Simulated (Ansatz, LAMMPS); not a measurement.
# Amorphous 65GeO2-35La2O3 (mol %) (96 atoms), step 2 of a relaxation

This is step 2 of a relaxation. Method: Kohn-Sham DFT, PBE, PAW (set soft_2), plane waves (Ansatz 0.2.0); cutoff 420 eV, Γ point, fixed occupations; density 5.02 g/cm³.

Extended XYZ; positions in Å, forces in eV/Å:

```xyz
96
Lattice="11.594 0.000 0.000 0.000 11.594 0.000 0.000 0.000 11.594" Properties=species:S:1:pos:R:3:forces:R:3 pbc="T T T"
Ge 6.269 10.884 7.869 -0.361 0.248 -0.213
Ge 6.588 9.886 1.594 0.039 -0.494 -0.132
Ge 9.764 5.338 8.272 0.461 -0.063 0.564
Ge 0.074 6.780 3.318 0.097 -0.194 0.059
Ge 6.824 4.300 1.774 -0.199 0.116 0.475
Ge 0.031 1.616 2.201 -0.048 -0.054 -0.133
Ge 8.257 6.376 10.976 -0.290 0.156 0.391
Ge 2.235 4.392 5.797 0.111 0.174 0.181
Ge 2.056 11.229 0.358 0.432 0.766 0.313
Ge 5.870 8.412 10.152 -0.074 0.211 0.399
Ge 0.266 6.351 10.177 0.114 0.217 0.394
Ge 11.275 2.248 8.507 0.461 -0.628 0.298
Ge 9.485 0.839 11.175 1.004 -0.030 0.137
Ge 6.450 2.175 5.944 0.636 0.244 -0.281
Ge 1.635 10.345 8.538 -0.386 0.349 -0.285
Ge 5.206 7.174 3.365 -0.319 -0.321 -0.171
Ge 2.820 5.277 2.561 -0.013 0.007 0.237
La 9.988 3.836 5.136 -0.768 -0.419 -0.204
La 1.335 0.995 5.435 -0.479 -0.927 0.226
La 10.064 4.520 1.247 -0.637 -0.751 1.262
La 1.871 9.455 3.610 0.246 0.656 0.140
La 9.475 11.408 5.825 0.198 -0.053 -0.094
La 10.017 8.808 0.725 0.556 0.545 0.757
La 3.824 1.793 8.008 0.098 0.228 0.839
La 0.027 8.243 6.660 -0.227 0.848 0.280
La 2.744 7.739 0.026 0.039 0.334 0.112
La 7.517 7.501 6.466 -0.629 -0.054 -0.046
La 3.832 1.921 2.953 0.385 0.139 -0.546
La 5.627 1.095 11.215 -1.598 0.500 0.182
La 5.444 10.589 4.579 -0.738 0.076 0.165
La 7.900 1.163 2.705 0.246 0.834 0.260
La 9.221 9.730 9.015 0.671 0.887 -0.619
La 5.972 4.784 9.014 -0.555 -0.422 0.137
La 2.038 3.402 11.113 0.783 -0.523 0.051
La 3.937 7.572 6.757 0.344 0.173 -0.116
O 10.441 1.610 3.642 0.443 0.158 0.307
O 5.706 0.656 6.588 -0.309 -0.546 -0.130
O 10.473 3.768 8.132 -0.376 0.205 -0.788
O 3.214 0.985 0.447 -0.023 0.229 0.121
O 11.166 6.493 8.507 -0.122 0.121 -0.395
O 5.974 9.471 0.021 -0.542 0.402 -0.585
O 11.476 8.325 2.513 -0.230 0.258 -0.291
O 10.703 5.221 10.826 0.075 -0.150 -0.546
O 0.516 4.163 5.583 0.025 -0.176 -0.003
O 8.222 3.670 2.716 0.460 0.026 -0.027
O 9.914 10.757 10.958 0.041 -0.429 0.029
O 10.366 1.641 9.884 -0.107 0.278 0.021
O 6.507 6.851 10.743 -0.245 -0.228 -0.210
O 4.161 8.178 9.935 -0.005 -0.178 -0.203
O 0.451 7.911 10.964 -0.154 0.219 0.039
O 3.752 6.769 2.209 0.078 0.757 -0.022
O 7.747 11.234 4.430 -0.133 -0.139 -0.162
O 3.254 3.969 1.535 -0.070 -0.232 -0.234
O 6.025 5.648 2.543 -0.167 0.437 0.272
O 2.848 5.571 6.914 -0.102 0.088 0.150
O 9.135 5.689 6.670 -0.006 0.189 -0.296
O 10.406 5.602 3.475 -0.437 -0.264 0.048
O 0.873 7.335 4.766 0.622 0.010 0.292
O 3.887 8.434 4.376 0.126 -0.133 0.022
O 1.228 5.953 2.217 -0.374 -0.122 -0.984
O 0.611 0.137 1.248 -0.741 -0.398 0.161
O 2.536 9.781 1.234 0.084 -0.633 0.104
O 5.247 0.139 9.097 0.339 -0.328 -0.055
O 5.660 9.586 6.710 0.260 0.030 -0.052
O 5.832 6.747 7.905 0.245 -0.348 -0.145
O 2.983 4.811 4.219 0.703 -0.344 0.209
O 8.189 2.280 5.645 0.429 -0.122 0.072
O 6.033 8.648 2.741 0.194 0.219 0.439
O 1.549 1.759 3.236 -0.309 0.243 -0.107
O 5.900 6.882 4.969 0.273 0.117 0.316
O 0.337 3.070 1.165 0.112 0.085 -0.008
O 7.770 1.057 11.110 0.135 0.114 0.023
O 1.916 10.736 10.260 0.148 -0.388 -0.095
O 2.343 0.030 7.565 0.090 0.329 -0.203
O 6.781 9.404 9.019 0.402 -0.433 0.026
O 5.907 3.297 7.206 -0.171 0.321 0.446
O 8.287 10.160 1.666 0.319 0.097 0.101
O 1.888 5.697 10.500 0.184 -0.051 -0.213
O 5.928 2.797 1.477 -0.103 -0.611 -0.119
O 4.414 3.075 10.005 0.124 -0.061 -0.490
O 5.709 2.104 4.343 -0.161 -0.343 -0.359
O 7.620 4.713 0.194 0.257 -0.173 -0.828
O 1.341 2.484 9.069 -0.093 0.101 -0.168
O 9.033 7.858 10.182 -0.206 -0.752 0.558
O 9.868 1.465 1.198 -0.258 0.190 -0.079
O 8.343 5.365 9.339 -0.005 0.104 0.081
O 8.013 11.308 7.706 -0.296 -0.080 0.150
O 2.855 2.758 6.136 0.051 -0.166 -0.492
O 5.805 11.424 2.071 0.044 0.242 -0.074
O 11.497 10.089 8.290 -0.394 -0.103 -0.016
O 3.247 11.419 4.215 0.117 0.065 0.035
O 9.380 8.924 6.655 -0.087 -0.090 -0.025
O 9.035 6.738 0.983 -0.020 -0.024 -0.330
O 0.267 10.411 5.183 0.315 -0.160 -0.133
O 11.060 1.358 7.000 -0.132 0.281 -0.178
O 2.169 8.844 7.734 0.084 -0.484 0.005
```

The quench rate of 20 K/ps is many orders above laboratory rates, so the cell is likely richer in defects and strain than a real sample. The network of bonds at the start is that of the classical potential that made the cell. Only the Γ point is sampled, in a cell whose shortest periodic width is 12 Å.

The r.m.s. force component is 0.362 eV/Å; the longest force, 1.68 eV/Å, acts on La29. The energy lies 24.8 meV/atom below that of the first step of this run.

[Logs are printed without paths, hosts, clocks, repeated set-up lines and the standing remarks that a program may print on its own settings, such as how far it seeks lower states.]

[Hosts, paths, dates, database ids (printed as entryN), source tags and the programs' standing remarks are cut or masked in the printed files.]
